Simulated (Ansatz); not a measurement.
# Static equation of state of AlN/GaN superlattice along [0001] (80 atoms)

The cell holds 80 atoms: 32 Al, 40 N and 8 Ga. Cell: a = 6.202 Å, b = 6.202 Å, c = 24.926 Å, α = 90.0°, β = 90.0°, γ = 120.0°. It derives from AlN and GaN. The starting structure: Wurtzite lattice with in-plane constant 3.112 Å; 4 periods of AlN and 1 of GaN along [0001], 2 x 2 in-plane cells; the two parts stretched along z by 1.0 and 1.0536; no plane holds both Al and Ga; every coordinate displaced by a Gaussian of 0.02 Å. Regions: AlN, 64 atoms (32 Al and 32 N); GaN, 16 atoms (8 Ga and 8 N).

Calculated with Ansatz 0.2.0: Kohn-Sham DFT, LDA, PAW (set soft_1), plane waves; cutoff 420 eV, k-mesh 3×3×1, fermi-dirac smearing of 0.05 eV. Cell and atoms were relaxed first, to V0 = 10.380 Å³ an atom at a residual P0 = 0.000 GPa. The cell was then scaled evenly, and the atoms were relaxed at each volume.

| volume (Å³/atom) | pressure (GPa) |
| --- | --- |
| 9.3423 | 27.17 |
| 9.7575 | ? |
| 10.069 | 6.796 |
| 10.692 | -5.846 |
| 11.003 | -10.87 |

**Question.** Fit the third-order Birch–Murnaghan equation to the rows given and interpolate to the withheld row.

Worked fit:

Take the Eulerian strain f = ½[(V0/V)^(2/3) − 1] and the normalised pressure F = (P − P0) / [3f(1 + 2f)^(5/2)]. The third-order Birch–Murnaghan equation is then the line F = B0 + (3/2)B0(B′ − 4) f, so u = f and v = F.

| u = f | v = F (GPa) |
| --- | --- |
| 0.0363829 | 208.859 |
| 0.0102571 | 209.934 |
| -0.00975644 | 209.811 |
| -0.0190507 | 209.592 |

With n = 4: mean u = 0.00445819, mean v = 209.549, Σ(u − ū)² = 0.0018075, Σ(u − ū)(v − v̄) = -0.024534. Slope b = -0.024534 / 0.0018075 = -13.573; intercept a = v̄ − b ū = 209.61.

So B0 = a = 210 GPa and B′ = 4 + 2b/(3a) = 3.96. At the withheld volume f = 0.02106, F = a + b f = 209.3 GPa, and P = P0 + 3f(1 + 2f)^(5/2) F.

Prediction at 9.7575: 14.66 GPa. The run gave 14.67 GPa, so the fit is low by 0.010 GPa (0.069 % of the value).

Among the rows given, the largest miss of the fit is at 9.3423, by 0.033 GPa (0.088 % of the range of the table).

Limits: Static cells at zero temperature; the cell shape is held. The program notes that the SCF threshold of these relaxations is loose for the stress.

[Hosts, paths, dates, database ids (printed as entryN), source tags and the programs' standing remarks are cut or masked in the printed files.]
